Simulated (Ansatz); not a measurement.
## SrTiO3 (Tausonite): spin-orbit coupling beyond the local functionals

Wanted: gaps of SrTiO3 (Tausonite) with and without spin-orbit coupling, with cost.

Program: Ansatz 0.2.0. Level of theory: density functionals with and without spin-orbit coupling, plane waves, PAW. Results are calculated unless marked as measured.

**Experimental background.**

- Gap 3.77 eV: direct gap (M0 critical point); spectroscopic ellipsometry, second-derivative fit; 300 K; bulk crystal (commercial single crystal) (“Optical probe of ferroelectric order in bulk and thin film perovskite titanates”, 2013, arxiv:1309.1245).

Most raw output is cut from this account.

In doubt: the elements are of a kind flagged for part-filled d or f shells, though by formal charges that shell is empty here, so the flag may not apply.

## Step 1: The structure

Symmetry: Pm-3m, No. 221, cubic system. Conventional cell: a = 3.905 Å, b = 3.905 Å, c = 3.905 Å, α = 90.00°, β = 90.00°, γ = 90.00°. Nearest to Sr lie 12 O at 2.76 Å. Nearest to Ti lie 6 O at 1.95 Å. O has 2 Ti at 1.95 Å and 4 Sr at 2.76 Å nearest. Farther neighbours and most contacts between anions are not listed.

As a file:

```cif
data_structure
_symmetry_space_group_name_H-M 'P 1'
_symmetry_Int_Tables_number 1
_cell_length_a 3.9053
_cell_length_b 3.9053
_cell_length_c 3.9053
_cell_angle_alpha 90.000
_cell_angle_beta 90.000
_cell_angle_gamma 90.000
_cell_volume 59.56
loop_
_atom_site_label
_atom_site_type_symbol
_atom_site_fract_x
_atom_site_fract_y
_atom_site_fract_z
_atom_site_occupancy
Sr1 Sr 0.50000 0.50000 0.50000 1
Ti2 Ti 0.00000 0.00000 0.00000 1
O3 O 0.50000 0.00000 0.00000 1
O4 O 0.00000 0.50000 0.00000 1
O5 O 0.00000 0.00000 0.50000 1
```

The cell and positions come from the Crystallography Open Database and are kept as given unless a step says otherwise. The default PAW set here is soft_2. Its files were made with PBE.

## Step 2: HSE06, 4×4×4 mesh

This step: DFT, HSE06, plane waves, PAW.

Input file input.yaml:

```yaml
crystal:
  lattice:
    - [3.90528, 0.0, 0.0]
    - [0.0, 3.90528, 0.0]
    - [0.0, 0.0, 3.90528]
  atoms:
    - { symbol: Sr, position: [0.5, 0.5, 0.5] }
    - { symbol: Ti, position: [0.0, 0.0, 0.0] }
    - { symbol: O, position: [0.5, 0.0, 0.0] }
    - { symbol: O, position: [0.0, 0.5, 0.0] }
    - { symbol: O, position: [0.0, 0.0, 0.5] }
kpoints:
  mp_grid: { grid: [4, 4, 4] }
  band_path:
    path: [[0.0, 0.0, 0.0], [0.0, 0.5, 0.0], [0.5, 0.5, 0.0], [0.5, 0.5, 0.5]]
    npoints: 1
hamiltonian:
  xc: hse06
scf:
  occupations: { method: fixed }
  n_extra_bands: 5
output:
  eigenvalues: true
  write_density: true
  write_potential: true
  elf: true
  volumetric_format: npy
```

The run is started by

```
$ ansatz run input.yaml --threads 3 --pin off --max-ram 92160MiB --backend cuda --events-out ev --progress --plain --runs-dir out --devices 1 --max-vram 13GiB  # rebuilt from the run's record
```

Wall time 20 s (1 × NVIDIA H100 80GB HBM3 (shared by 6 runs) with 3 threads of AMD EPYC 7R13 (Zen 3), shared host); peak memory 1.1 GiB; 12 s of CPU time.

Numbers from this step:

```
gap                     : 3.325 eV
valence top at          : R
conduction bottom at    : Γ
least direct gap        : 3.702 eV
exact-exchange fraction : 0.25
```

The gap is indirect, with the least direct gap 0.38 eV higher.

## Step 3: HSE06+SOC, 4×4×4 mesh

Spin-orbit coupling can split or shift the edges; a non-collinear run measures by how much.

This step: DFT, HSE06 with spin-orbit coupling, plane waves, PAW.

input.yaml, as its differences from that of step 2:

```diff
@@ -20,8 +20,7 @@
   occupations: { method: fixed }
-  n_extra_bands: 5
+  n_extra_bands: 10
+magnetization:
+  noncollinear: true
+  spin_orbit: true
 output:
   eigenvalues: true
-  write_density: true
-  write_potential: true
-  elf: true
-  volumetric_format: npy
```

It took 35 s on 1 × NVIDIA H100 80GB HBM3 (shared by 6 runs) with 3 threads; peak memory 1.5 GiB.

This step gave:

```
gap                     : 3.308 eV
valence top at          : R
conduction bottom at    : Γ
least direct gap        : 3.667 eV
exact-exchange fraction : 0.25
```

The gap stands −0.02 eV against HSE06.

## Step 4: Together

Times are wall times on 1 × NVIDIA H100 80GB HBM3 (shared by 6 runs) with 3 threads of AMD EPYC 7R13 (Zen 3), shared host, good to a factor of about two.

| level | gap (eV) | with coupling (eV) | change (eV) | time | with coupling |
| --- | --- | --- | --- | --- | --- |
| HSE06 | 3.32 | 3.31 | −0.02 | 20 s | 35 s |

## Step 5: Summary of results

- HSE06: 3.32 eV
- HSE06+SOC: 3.31 eV

In words: Spin-orbit coupling changes the gap by −0.02 eV and the least direct gap by −0.03 eV. Against experiment, by HSE06+SOC: the direct gap of 3.67 eV lies −0.10 eV from the measured 3.77 eV (direct, 300 K, 2013). An exciton line or allowed optical edge lies below the quasiparticle gap by the binding energy; a forbidden edge can push the onset above it. The lattice is static and excitons are left out.

[Paths, hosts, dates, memory and timing lines, banners, echoed tables and standing remarks are left out of the program output.]

[Logs are printed without paths, hosts, clocks, repeated set-up lines and the standing remarks that a program may print on its own settings, such as how far it seeks lower states.]

[Runs of the session that timed out or met a known fault of the program may be left out.]

[Cells called generated may have been cut or substituted from an entry of the Crystallography Open Database or the Materials Project.]

[Hosts, paths, dates, database ids (printed as entryN), source tags and the programs' standing remarks are cut or masked in the printed files.]
